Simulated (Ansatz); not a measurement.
**Ta2O5 (P2/m): how G0W0 depends on its starting point**

Aim: G0W0 for Ta2O5 (P2/m) on several starting functionals, at one mesh, band count and screening cutoff.

Calculated with Ansatz 0.2.0; G0W0 on several functionals, plane waves, PAW.

This is a report of a sequence of runs, with most program output left out.

In doubt: masses and optical values from hybrid runs of this build are listed as unsure (steps 3, 4), which bears on the screening that GW takes from such a start.

**1. Set-up**

It takes space group P2/m (No. 10, monoclinic). The conventional cell has a = 3.841 Å, b = 3.863 Å, c = 6.778 Å, α = 90.00°, β = 105.57°, γ = 90.00°. Ta has 6 O at 1.90 to 2.21 Å nearest. Nearest to O lie 2 Ta at 1.93 Å. O has 3 Ta at 1.98 to 2.21 Å nearest. Nearest to O lie 2 Ta at 1.90 Å. Farther neighbours and most contacts between anions are not listed.

Structure file:

```cif
data_structure
_symmetry_space_group_name_H-M 'P2/m'
_symmetry_Int_Tables_number 10
_cell_length_a 3.8414
_cell_length_b 3.8627
_cell_length_c 6.7776
_cell_angle_alpha 90.000
_cell_angle_beta 105.568
_cell_angle_gamma 90.000
_cell_volume 96.88
loop_
_atom_site_label
_atom_site_type_symbol
_atom_site_symmetry_multiplicity
_atom_site_Wyckoff_symbol
_atom_site_fract_x
_atom_site_fract_y
_atom_site_fract_z
_atom_site_occupancy
Ta1 Ta 2 m 0.64953 0.00000 0.79131 1
O1 O 2 n 0.66212 0.50000 0.79833 1
O2 O 2 m 0.18976 0.00000 0.87062 1
O3 O 1 g 0.50000 0.00000 0.50000 1
```

The cell and positions are those that the Materials Project relaxed with its own functionals (PBE, PBE+U or r2SCAN), kept fixed. Spin-orbit coupling is left out unless a step names it.

**2. G0W0 on LDA**

Now the one-shot GW correction: screening in the RPA, then the self-energy of the levels asked for. This step takes PAW set soft_1 files.

This step: G0W0 on LDA, plane waves, PAW; PAW set soft_1.

input.yaml reads:

```yaml
crystal:
  lattice:
    - [3.8414080139, 0.0, 0.0]
    - [0.0, 3.86271575, 0.0]
    - [-1.8189421445, 0.0, 6.5289594201]
  atoms:
    - { symbol: Ta, position: [0.64953073, 0.0, 0.79131453] }
    - { symbol: Ta, position: [0.35046927, 0.0, 0.20868547] }
    - { symbol: O, position: [0.6621243, 0.5, 0.79832929] }
    - { symbol: O, position: [0.3378757, 0.5, 0.20167071] }
    - { symbol: O, position: [0.18976057, 0.0, 0.87062125] }
    - { symbol: O, position: [0.81023943, 0.0, 0.12937875] }
    - { symbol: O, position: [0.5, 0.0, 0.5] }
kpoints:
  mp_grid: { grid: [4, 4, 4] }
hamiltonian:
  xc: lda
  pseudopotentials: { kind: paw, azcp: { folder: soft_1 }, xc_functional: pbe }
scf:
  occupations: { method: fixed }
gw:
  n_empty_bands: 356
  ecut_chi: 138
  qp_bands: [v2, c2]
  qp_kpoints: band_edges
  screening: { model: contour_deformation }
```

Run with:

```console
$ ansatz run input.yaml --threads 3 --pin off --max-ram 92160MiB --backend cuda --events-out ev --progress --plain --runs-dir out --devices 1 --max-vram 13GiB
```

The job ended after 57 s (1 × NVIDIA H100 80GB HBM3 (shared by 6 runs) with 3 threads of AMD EPYC 7R13 (Zen 3), shared host; peak memory 2 GiB).

This step gave:

- bands summed: 384
- RPA ε∞ on this mesh (eigenvalues): 4.636, 4.908, 7.477
- plane waves in the screening matrix: 365
- q-points in the mesh: 64
- G0W0 gap on the mesh: 3.527 eV
- k of the valence top: -0.5, -0.5, -0.5
- k of the conduction bottom: 0, 0, -0.5
- starting gap on the mesh: 2.110 eV
- Z at the valence top: 0.7260
- Z at the conduction bottom: 0.7933
- least direct G0W0 gap on the computed points: 4.230 eV

The gap on the mesh goes from 2.11 eV to 3.53 eV, a correction of +1.42 eV. Between the two edge states, bare exchange in place of the xc potential would open the gap by 10.67 eV, and correlation takes back 9.25 eV.

**3. G0W0 on HSE06**

The same correction from a different start measures what one shot leaves open.

This step: G0W0 on HSE06, plane waves, PAW; PAW set soft_1.

input.yaml, as its differences from that of step 2:

```diff
@@ -16,4 +16,4 @@
 hamiltonian:
-  xc: lda
-  pseudopotentials: { kind: paw, azcp: { folder: soft_1 }, xc_functional: pbe }
+  xc: hse06
+  pseudopotentials: { kind: paw, azcp: { folder: soft_1 } }
 scf:
```

Run time: 2 min. Hardware: 1 × NVIDIA H100 80GB HBM3 (shared by 6 runs) with 3 threads; peak memory 2.5 GiB; 2.6 min of CPU time.

Numbers from this step:

| Quantity | Value |
| --- | --- |
| bands summed | 384 |
| RPA ε∞ on this mesh (eigenvalues) | 3.587, 3.624, 4.924 |
| plane waves in the screening matrix | 365 |
| q-points in the mesh | 64 |
| G0W0 gap on the mesh | 4.010 eV |
| k of the valence top | -0.5, -0.5, -0.5 |
| k of the conduction bottom | 0, 0, -0.5 |
| starting gap on the mesh | 3.665 eV |
| Z at the valence top | 0.7689 |
| Z at the conduction bottom | 0.8267 |
| least direct G0W0 gap on the computed points | 4.720 eV |

Against the run with 4×4×4 mesh, 356 empty bands, screening to 138 eV, PAW set soft_1 files on LDA, the gap moves by +0.48 eV, while the start moved by +1.56 eV.

**4. G0W0 on PBE0**

This step: G0W0 on PBE0, plane waves, PAW; PAW set soft_1.

input.yaml, as its differences from that of step 3:

```diff
@@ -16,3 +16,3 @@
 hamiltonian:
-  xc: hse06
+  xc: pbe0
   pseudopotentials: { kind: paw, azcp: { folder: soft_1 } }
```

Run time: 90 s. Hardware: 1 × NVIDIA H100 80GB HBM3 (shared by 6 runs) with 3 threads; peak memory 2.5 GiB; 2.1 min of CPU time.

This step gave:

- bands summed: 384
- RPA ε∞ on this mesh (eigenvalues): 3.394, 3.413, 4.509
- plane waves in the screening matrix: 365
- G0W0 gap on the mesh: 4.240 eV
- k of the valence top: -0.5, -0.5, -0.5
- k of the conduction bottom: 0, 0, -0.5
- starting gap on the mesh: 4.420 eV
- least direct G0W0 gap on the computed points: 4.954 eV

Against the run with 4×4×4 mesh, 356 empty bands, screening to 138 eV, PAW set soft_1 files on HSE06, the gap moves by +0.23 eV, while the start moved by +0.76 eV.

**5. The starts together**

All on the 4×4×4 mesh with 356 empty bands and screening to 138 eV. Times are wall times on 1 × NVIDIA H100 80GB HBM3 (shared by 6 runs) with 3 threads of AMD EPYC 7R13 (Zen 3), shared host, good to a factor of about two.

```csv
start,starting gap (eV),shift (eV),G0W0 gap (eV),RPA ε∞ (harmonic mean),"Z (valence, conduction)",time
LDA,2.11,+1.42,3.53,5.42,"0.73, 0.79",57 s
HSE06,3.66,+0.34,4.01,3.96,"0.77, 0.83",2 min
PBE0,4.42,−0.18,4.24,3.71,"0.78, 0.84",90 s
```

The parts of the quasiparticle energy at the two band edges (eV; QP = start + Σx + Σc − Vxc):

```csv
run,edge,start,Σx,Σc,Vxc,Z,QP
LDA,valence top,6.65,-26.36,4.67,-21.35,0.73,6.32
LDA,conduction bottom,8.76,-13.10,-4.58,-18.76,0.79,9.84
HSE06,valence top,5.95,-26.50,4.30,-22.38,0.77,6.13
HSE06,conduction bottom,9.62,-12.69,-4.32,-17.53,0.83,10.14
PBE0,valence top,5.55,-26.50,4.15,-22.79,0.78,6.00
PBE0,conduction bottom,9.97,-12.66,-4.21,-17.13,0.84,10.24
```

For a hybrid start, Vxc holds its share of exact exchange.

**6. Summary of results**

| Property | Result |
| --- | --- |
| G0W0@LDA | 3.53 eV (start 2.11 eV) |
| G0W0@HSE06 | 4.01 eV (start 3.66 eV) |
| G0W0@PBE0 | 4.24 eV (start 4.42 eV) |
| known limits | not at the basis limit; no spin-orbit coupling; coarse k mesh |

The starting gaps span 2.31 eV and the G0W0 gaps 0.71 eV. Between LDA and PBE0, 0.71 eV of the 2.31 eV survives, 31 %. PBE0 screens less than LDA (ε∞ 3.71 against 5.42). Of the 0.71 eV by which its G0W0 gap is higher, the correlation part gives +0.89 eV, and exchange with the one-particle terms, which follow the orbitals, −0.18 eV. On PBE0 the correction is negative: that start lies above its own G0W0 value. The smallest correction, −0.18 eV, is on PBE0, the start nearest to reproducing itself. Bands and cutoff are finite, so the gap is not at the basis limit. The miss can reach some tenths of an eV and take either sign; the mesh is an error of its own. The 4×4×4 mesh is coarse for this cell (its supercell is 15 Å along the shortest edge). The RPA ε∞ on it, from the LDA start, is 4.64, 4.91 and 7.48; such meshes misread the long-range screening, most where the gap is narrow. The program warns that the mesh is coarse for exact exchange, which bears on the hybrid start's gap. The many-body steps are scalar-relativistic: spin-orbit coupling is not in them.

[Paths, hosts, dates, memory and timing lines, banners, echoed tables and standing remarks are left out of the program output.]

[Logs are printed without paths, hosts, clocks, repeated set-up lines and the standing remarks that a program may print on its own settings, such as how far it seeks lower states.]

[Runs of the session that timed out or met a known fault of the program may be left out.]

[Cells called generated may have been cut or substituted from an entry of the Crystallography Open Database or the Materials Project.]

[Hosts, paths, dates, database ids (printed as entryN), source tags and the programs' standing remarks are cut or masked in the printed files.]
